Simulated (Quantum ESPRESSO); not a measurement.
# Ta (Im-3m): coupling and resistivity with EPW, part 3 of 5

Wanted: λ, Tc and ρ(T) of Ta (Im-3m) from Quantum ESPRESSO and EPW.

Quantum ESPRESSO 7.5; DFT PBEsol, scalar-relativistic, plane waves, PseudoDojo 0.4.1 norm-conserving pseudopotentials.

So far. Step 3 (Ground state): The Fermi level lies at 18.76 eV and the pressure is -0.001 GPa. Step 4 (Phonons on the coarse mesh): The lowest mode off the zone centre lies at 61.4 cm⁻¹ and the highest of all solved modes at 167 cm⁻¹, so the solved wavevectors are stable. The acoustic modes at the centre lie within 3.1 cm⁻¹ of zero before the sum rule is imposed.

**7. Wannier functions and couplings**

Projections Ta s, p, d start 9 Wannier functions; states up to 2.5 eV over the Fermi level are frozen, and the projected functions are kept without the localisation step. Hamiltonian, force constants and couplings go to real space.

Input file epw1.in:

```
--
 &inputepw
    prefix='x',
    outdir='./tmp',
    dvscf_dir='./save',
    elph=.true.,
    etf_mem=1,
    nbndsub=9,
    bands_skipped='exclude_bands = 1-4',
    use_ws=.true.,
    vme='wannier',
    asr_typ='crystal',
    nk1=8,
    nk2=8,
    nk3=8,
    nq1=4,
    nq2=4,
    nq3=4,
    amass(1)=180.9479,
    epwwrite=.true.,
    epwread=.false.,
    wannierize=.true.,
    num_iter=0,
    dis_win_max=58.76,
    dis_froz_max=21.261,
    proj(1)='Ta:s;p;d',
    wdata(1)='dis_num_iter = 600',
    wdata(2)='guiding_centres = .true.',
    wdata(3)='num_print_cycles = 50',
    wdata(4)='dis_mix_ratio = 0.7',
    band_plot=.true.,
    filkf='path.dat',
    filqf='path.dat',
    fsthick=100.0,
    efermi_read=.true.,
    fermi_energy=18.7605,
 /
```

The run is started by

```bash
OMP_NUM_THREADS=1 mpirun -n 8 epw.x -nk 8 -in epw1.in > epw1.out
```

Output:

```text
[the first part of the log is left out]
     Number of WS vectors for phonons       89
     Number of WS vectors for electron-phonon       89
     Maximum number of cores for efficient parallelization       89
     Inside velocity step 1
     Velocity matrix elements calculated
     Writing Hamiltonian, Dynamical matrix and EP vertex in Wann rep to file
     ===================================================================
     Memory usage:  VmHWM =       257Mb
                   VmPeak =       726Mb
     ===================================================================
     Using q-mesh file: path.dat
     WARNING: q-point weigths do not add up to 1 [loadqmesh_serial]
     Size of q point mesh for interpolation:         70
     Using k-mesh file: path.dat
     WARNING: k-point weigths do not add up to 1 [loadkmesh_para]
     Size of k point mesh for interpolation:         70
     Fermi energy coarse grid =  18.736538 eV
     ===================================================================
     Fermi energy is read from the input file: Ef =  18.760500 eV
     ===================================================================
     Skipping    4 occupied bands:
     The Fermi level will be determined with   5.00000 electrons
              ibndmin =     1  ebndmin =    10.757 eV
              ibndmax =     9  ebndmax =    47.391 eV
     Number of ep-matrix elements per pool :         2187 ~=   17.09 Kb (@ 8 bytes/ DP)
     We only need to compute       70 q-points
     ===================================================================
     Memory usage:  VmHWM =       257Mb
                   VmPeak =       726Mb
     ===================================================================
```

Run time: 6.8 min. Hardware: 8 MPI ranks of Arm Neoverse N1, shared host.

This step gave:

* r.m.s. error of the interpolated bands from 2 eV under to 1 eV over the Fermi level: 9.3 meV
* largest error in that range: 52 meV
* lowest interpolated frequency on the path: 0 cm⁻¹

Electronic bands along the path, in eV, zero at the Fermi level; # counts the bands kept:

| point | #1 | #2 | #3 | #4 | #5 | #6 |
| --- | --- | --- | --- | --- | --- | --- |
| Γ | -8.00 | 0.73 | 0.73 | 0.73 | 4.08 | 4.08 |
| 0.53 of the way | -3.43 | -1.33 | 1.46 | 1.46 | 3.54 | 5.06 |
| H | -3.94 | -3.94 | 7.04 | 7.04 | 7.04 | 8.80 |
| halfway | -3.04 | -1.95 | 1.13 | 1.75 | 7.52 | 8.17 |
| N | -4.48 | -1.61 | 1.72 | 3.97 | 5.04 | 8.05 |
| halfway | -5.67 | -0.60 | -0.10 | 3.41 | 3.48 | 4.27 |
| Γ | -8.00 | 0.73 | 0.73 | 0.73 | 4.08 | 4.08 |
| halfway | -4.57 | -1.05 | -1.05 | 4.18 | 4.18 | 5.52 |
| P | -1.23 | -1.23 | -1.23 | 5.22 | 5.22 | 7.24 |
| halfway | -1.74 | -1.74 | -1.55 | 4.57 | 4.57 | 9.66 |
| H | -3.94 | -3.94 | 7.04 | 7.04 | 7.04 | 8.80 |

The same for Wannier interpolation:

| point | #1 | #2 | #3 | #4 | #5 | #6 |
| --- | --- | --- | --- | --- | --- | --- |
| Γ | -8.00 | 0.73 | 0.73 | 0.73 | 4.49 | 4.49 |
| H | -3.94 | -3.94 | 7.04 | 7.04 | 7.04 | 10.25 |
| N | -4.48 | -1.61 | 1.72 | 4.07 | 5.16 | 8.05 |
| Γ | -8.00 | 0.73 | 0.73 | 0.73 | 4.49 | 4.49 |
| P | -1.23 | -1.23 | -1.23 | 5.22 | 5.22 | 7.24 |
| H | -3.94 | -3.94 | 7.04 | 7.04 | 7.04 | 10.25 |

The first set of electronic bands as a text plot (rows in eV, shown from -8.0 to 8.0 only):

```
    7.7 |                 ***** *                   * *
    7.0 |           ******  *    *              *    *          *
    6.3 |          *** *     *    *                            **
    5.7 |         **          *                *             **
    5.0 |   *******            *****              *******   *
    4.3 |***        *   *       ** ********   ****       ***   *
    3.7 |**     *  *           *  *******  ****
    3.0 |  *   *  *      *    *              *                *
    2.3 |   ***  *        * **       *
    1.7 |       *          *   **     **    *                *
    1.0 |*******           *  *  *      ****
    0.3 |  ** *              *    ** ***   **               *
   -0.3 |                   *       **       *
   -1.0 |      *             **    *          ***  *******
   -1.7 |       *          *   ****              **** *   **
   -2.3 |        *        *                            **** *
   -3.0 |        ***     ***                     *           *
   -3.7 |       *   *****   **                  *             ***
   -4.3 |      *              *****            *
   -5.0 |     *                    *
   -5.7 |    *                      *         *
   -6.3 |                            *       *
   -7.0 |  **                         **    *
   -7.7 |**                             * **
         Γ            H         N        Γ           P          H
```

The phonon branches at the labelled points (cm⁻¹):

| point | branch 1 | branch 2 | branch 3 |
| --- | --- | --- | --- |
| Γ | 0 | 0 | 0 |
| 0.53 of the way | 109 | 109 | 142 |
| H | 167 | 167 | 167 |
| halfway | 109 | 139 | 156 |
| N | 92 | 142 | 143 |
| halfway | 61 | 74 | 112 |
| Γ | 0 | 0 | 0 |
| halfway | 61 | 61 | 137 |
| P | 126 | 126 | 126 |
| halfway | 103 | 134 | 134 |
| H | 167 | 167 | 167 |

The phonon branches as a text plot (rows in cm⁻¹):

```
    164 |           ******                                     **
    157 |          *    * **                                  **
    150 |         *     **  **                   **          **
    143 |     ***   *     *   ***               *  *        *
    136 |    *   * *     * ****  **            *    *      * *
    129 |        **                *                 ****** *
    122 |                 *       *           *     *
    115 |                           *                 *
    108 |       *          *       *         *     *
    101 |   *                        *            *    *   *
     94 |      *            *  **                       ***
     87 |                    **  *    *
     80 |                         *              *
     73 |  *  *                    **
     66 |                              *    *   *
     59 |    *                      **         *
     52 | *                          *        *
     45 |                             *    * *
     38 |                             *
     31 |   *                          *    *
     24 |*                             ** *
     17 |  *                               *
     10 | *                             * *
      3 |*                              **
         Γ            H         N        Γ           P          H
```

Near the Fermi level the interpolated bands miss those of pw.x by 9 meV r.m.s. and 52 meV at most, each level matched to the nearest interpolated one; the r.m.s. value is under the 60 meV set for going on.

**8. Coupling and Tc: fine k 20×20×20, q 10×10×10, width 0.15 eV, window 0.61 eV**

The couplings are interpolated to a fine mesh near the Fermi level; their sum gives α²F and λ, and the linearised gap equation gives Tc.

Input file a2f-1.in:

```
--
 &inputepw
    prefix='x',
    outdir='./tmp',
    dvscf_dir='./save',
    elph=.true.,
    etf_mem=1,
    nbndsub=9,
    bands_skipped='exclude_bands = 1-4',
    use_ws=.true.,
    vme='wannier',
    asr_typ='crystal',
    nk1=8,
    nk2=8,
    nk3=8,
    nq1=4,
    nq2=4,
    nq3=4,
    amass(1)=180.9479,
    epwwrite=.false.,
    epwread=.true.,
    wannierize=.false.,
    nkf1=20,
    nkf2=20,
    nkf3=20,
    nqf1=10,
    nqf2=10,
    nqf3=10,
    mp_mesh_k=.true.,
    ephwrite=.true.,
    eliashberg=.true.,
    liso=.true.,
    limag=.true.,
    tc_linear=.true.,
    tc_linear_solver='lapack',
    fsthick=0.61,
    degaussw=0.15,
    degaussq=0.5,
    nqstep=500,
    muc=0.13,
    wscut=0.3,
    nsiter=500,
    nstemp=7,
    temps=0.5 1.0 2.0 4.0 8.0 16.0 32.0,
 /
```

The run is started by

```bash
OMP_NUM_THREADS=1 mpirun -n 8 epw.x -nk 8 -in a2f-1.in > a2f-1.out
```

Output:

```text
[the first part of the log is left out]
            Electron smearing (eV) =    0.150000000000000D+00
                 Fermi window (eV) =    0.610000000000000D+00
     Finish writing .ephmat files
     ===================================================================
     Memory usage:  VmHWM =        46Mb
                   VmPeak =       523Mb
     ===================================================================
     Finish writing dos file x.dos
     Finish writing phdos files x.phdos and x.phdos_proj
     ===================================================================
     Solve isotropic Eliashberg equations
     ===================================================================
     Finish reading freq file
                  Fermi level (eV) =     1.8736463064E+01
     DOS(states/spin/eV/Unit Cell) =     6.2916698851E-01
            Electron smearing (eV) =     1.5000000000E-01
                 Fermi window (eV) =     6.1000000000E-01
     Nr irreducible k-points within the Fermi shell =       150 out of       256
           2 bands within the Fermi window
     Finish reading egnv file
     Max nr of q-points =       672
     Finish reading ikmap files
     Start reading .ephmat files
     Finish reading .ephmat files
     a2f file is not found to estimate initial gap: calculating a2f files
     Finish reading a2f file
     Electron-phonon coupling strength =    1.1197352
     Estimated Tc using McMillan expression =   9.6542 K for muc =   0.1300
     Estimated Tc using Allen-Dynes modified McMillan expression =  10.2871 K
     Estimated Tc using SISSO machine learning model =   9.9896 K
     Estimated w_log =  11.5790 meV
     Estimated BCS superconducting gap using McMillan Tc =   1.4642 meV
     WARNING WARNING WARNING
     The code may crash since tempsmax =   32.000 K is larger than McMillan Tc =     9.654 K
     Start: Solving (isotropic) linearized Eliashberg equation with solver = lapack
     For the first Temp.    0.50  K
       Total number of frequency points nsiw(     1) =   1108
       Cutoff frequency wscut =     0.3001
     Superconducting transition temp. Tc is the one which has Max. eigenvalue close to 1
      -----------------------------------------------------------------
             Temp.       Max.         nsiw     wscut    Nr. of iters
             (K)       eigenvalue    (itemp)   (eV)      to Converge
      -----------------------------------------------------------------
             0.50      3.9874599     1108      0.3001        1
             1.00      3.3180840      554      0.3002        1
             2.00      2.6546796      277      0.3005        1
             4.00      2.0002643      139      0.3021        1
             8.00      1.3607593       69      0.3010        1
            16.00      0.7582217       35      0.3075        1
            32.00      0.2771868       17      0.3032        1
      -----------------------------------------------------------------
     Finish: Solving (isotropic) linearized Eliashberg equation
```

The job ended after 4.5 min (8 MPI ranks; 36 min of CPU time).

Numbers from this step:

| Item | Value |
| --- | --- |
| coupling constant λ | 1.120 |
| log mean phonon energy ħω_log | 11.58 meV |
| density of states at the Fermi level | 0.6292 states/eV a spin and cell |
| Fermi level on the fine mesh | 18.74 eV |

A2F against phonon energy; read off at these points:

phonon energy (meV), a2F and a bar:
```
     1.00       0.00 
     1.50       0.00 
     2.00       0.02 
     2.50       0.02 
     3.00       0.03 #
     3.50       0.04 #
     4.00       0.06 #
     4.50       0.03 
     5.00       0.03 #
     5.50       0.09 ##
     6.00       0.13 ###
     6.50       0.18 ###
     6.80       0.19 ####
     7.00       0.17 ###
     7.50       0.06 #
     8.00       0.13 ##
     8.50       0.40 ########
     8.63       0.44 ########
     9.00       0.40 ########
     9.50       0.29 ######
    10.00       0.30 ######
    10.50       0.62 ############
    11.00       0.81 ################
    11.50       0.66 #############
    12.00       0.51 ##########
    12.50       0.35 #######
    13.00       0.43 ########
    13.38       0.51 ##########
    13.50       0.51 ##########
    14.00       0.40 ########
    14.50       0.35 #######
    15.00       0.41 ########
    15.50       0.41 ########
    16.00       0.45 #########
    16.50       0.85 ################
    17.00       1.35 ##########################
    17.40       1.57 ##############################
    17.50       1.56 ##############################
    18.00       1.13 ######################
    18.50       0.45 #########
    19.00       0.20 ####
    19.50       0.11 ##
    20.00       0.07 #
    20.50       0.04 #
    21.00       0.01 
    21.50       0.00 
    22.00       0.00
```

λ = 1.12 and ħω_log = 11.6 meV. The eigenvalue passes 1 near 12 K.

**9. Resistivity: fine k 24×24×24, q 12×12×12, adaptive width, window 0.32 eV**

The Boltzmann equation is solved by iteration on a fine mesh; only states within the window around the Fermi level enter.

Input file bte-1.in:

```
--
 &inputepw
    prefix='x',
    outdir='./tmp',
    dvscf_dir='./save',
    elph=.true.,
    etf_mem=1,
    nbndsub=9,
    bands_skipped='exclude_bands = 1-4',
    use_ws=.true.,
    vme='wannier',
    asr_typ='crystal',
    nk1=8,
    nk2=8,
    nk3=8,
    nq1=4,
    nq2=4,
    nq3=4,
    amass(1)=180.9479,
    epwwrite=.false.,
    epwread=.true.,
    wannierize=.false.,
    nkf1=24,
    nkf2=24,
    nkf3=24,
    nqf1=12,
    nqf2=12,
    nqf3=12,
    mp_mesh_k=.true.,
    scattering=.true.,
    iterative_bte=.true.,
    epmatkqread=.false.,
    assume_metal=.true.,
    int_mob=.false.,
    carrier=.false.,
    ngaussw=-99,
    mob_maxiter=200,
    broyden_beta=0.7,
    fsthick=0.32,
    degaussw=0.0,
    nstemp=6,
    temps=150 200 273 300 400 500,
    restart=.false.,
    selecqread=.false.,
 /
```

The run is started by

```bash
OMP_NUM_THREADS=1 mpirun -n 8 epw.x -nk 8 -in bte-1.in > bte-1.out
```

Output:

```text
[the first part of the log is left out]
     =============================================================================================
     Start solving iterative Boltzmann Transport Equation
     =============================================================================================
     Iteration number:         1
     =============================================================================================
       Temp     Fermi        DOS        Population SR                 Conductivity
        [K]      [eV]    [states/Ry] [carriers per cell]               [Ohm.cm]^-1
     =============================================================================================
      150.000  18.7442   0.25424E+02   0.71054E-14    0.143905E+06    0.515732E-12   -0.171911E-12
                                      -0.53291E-14   -0.103146E-11    0.143905E+06    0.687643E-12
                                      -0.71054E-14   -0.859553E-12    0.859553E-12    0.143905E+06
      200.000  18.7446   0.23700E+02  -0.71054E-14    0.103597E+06    0.171911E-12    0.515732E-12
                                      -0.35527E-14   -0.515732E-12    0.103597E+06    0.171911E-12
                                       0.19984E-14   -0.171911E-12    0.859553E-12    0.103597E+06
      273.000  18.7459   0.18722E+02   0.44409E-15    0.745137E+05    0.343821E-12    0.128933E-12
                                      -0.22204E-15    0.000000E+00    0.745137E+05    0.859553E-13
                                      -0.11102E-15   -0.429777E-13   -0.257866E-12    0.745137E+05
      300.000  18.7464   0.16818E+02   0.13323E-14    0.679239E+05   -0.257866E-12   -0.558710E-12
                                       0.22204E-15   -0.171911E-12    0.679239E+05    0.214888E-12
                                       0.11102E-15    0.171911E-12    0.214888E-12    0.679239E+05
      400.000  18.7486   0.15490E+02   0.00000E+00    0.519622E+05    0.000000E+00   -0.214888E-13
                                      -0.88818E-15    0.429777E-13    0.519622E+05    0.214888E-13
                                      -0.38858E-15   -0.300844E-12    0.214888E-13    0.519622E+05
      500.000  18.7510   0.88978E+01  -0.38858E-15    0.424003E+05    0.859553E-13    0.171911E-12
                                       0.11102E-15    0.859553E-13    0.424003E+05   -0.107444E-12
                                      -0.27756E-15    0.214888E-13    0.150422E-12    0.424003E+05
                                                      0.143905E+06    Max error
     [...]
     Iteration number:        23
     =============================================================================================
       Temp     Fermi        DOS        Population SR                 Conductivity
        [K]      [eV]    [states/Ry] [carriers per cell]               [Ohm.cm]^-1
     =============================================================================================
      150.000  18.7442   0.25424E+02   0.17764E-14    0.145543E+06   -0.343821E-12    0.343821E-12
                                       0.88818E-15   -0.343821E-12    0.145543E+06   -0.343821E-12
                                       0.13323E-14   -0.103146E-11    0.343821E-12    0.145543E+06
      200.000  18.7446   0.23700E+02   0.53291E-14    0.104745E+06    0.515732E-12   -0.171911E-12
                                       0.00000E+00   -0.171911E-12    0.104745E+06   -0.859553E-13
                                       0.22204E-15   -0.257866E-12    0.257866E-12    0.104745E+06
      273.000  18.7459   0.18722E+02   0.88818E-15    0.753207E+05   -0.343821E-12   -0.171911E-12
                                      -0.44409E-14   -0.343821E-12    0.753207E+05    0.773598E-12
                                       0.88818E-15   -0.644665E-12    0.128933E-12    0.753207E+05
      300.000  18.7464   0.16818E+02   0.00000E+00    0.686556E+05    0.000000E+00    0.343821E-12
                                       0.88818E-15    0.000000E+00    0.686556E+05   -0.343821E-12
                                       0.17764E-14    0.343821E-12    0.000000E+00    0.686556E+05
      400.000  18.7486   0.15490E+02   0.66613E-15    0.525156E+05    0.429777E-13   -0.644665E-13
                                       0.33307E-15   -0.214888E-12    0.525156E+05   -0.429777E-12
                                      -0.94369E-15   -0.644665E-13   -0.343821E-12    0.525156E+05
      500.000  18.7510   0.88978E+01  -0.33307E-15    0.428483E+05   -0.859553E-13   -0.161166E-12
                                      -0.19984E-14   -0.859553E-13    0.428483E+05    0.644665E-13
                                       0.22204E-15   -0.118189E-12   -0.150422E-12    0.428483E+05
                                                      0.786007E-06    Max error
```

Elapsed: 7.7 min, on 8 MPI ranks; 61 min of CPU time.

This step gave:

* iterations: 23
* resistivity at 300 K: 14.57 μΩ cm

Resistivity, by row:

| T (K) | rho_xx (μΩ cm) | rho_yy | rho_zz | relaxation-time approximation, mean of the axes (μΩ cm) |
| --- | --- | --- | --- | --- |
| 150 | 6.871 | 6.871 | 6.871 | 7.366 |
| 200 | 9.547 | 9.547 | 9.547 | 10.23 |
| 273 | 13.28 | 13.28 | 13.28 | 14.18 |
| 300 | 14.57 | 14.57 | 14.57 | 15.53 |
| 400 | 19.04 | 19.04 | 19.04 | 20.18 |
| 500 | 23.34 | 23.34 | 23.34 | 24.64 |

ρ(300 K) = 14.6 μΩ cm; the relaxation-time start gave 15.5. One mesh does not show convergence. The largest adaptive width printed is 0.59 eV, against a window of 0.32 eV outside which no state is counted.

(Part 3 of 5 ends here.)

[The logs of pw.x and epw.x are selected lines.]

[Logs are printed without paths, hosts, clocks, repeated set-up lines and the standing remarks that a program may print on its own settings, such as how far it seeks lower states.]

[Hosts, paths, dates, database ids (printed as entryN), source tags and the programs' standing remarks are cut or masked in the printed files.]
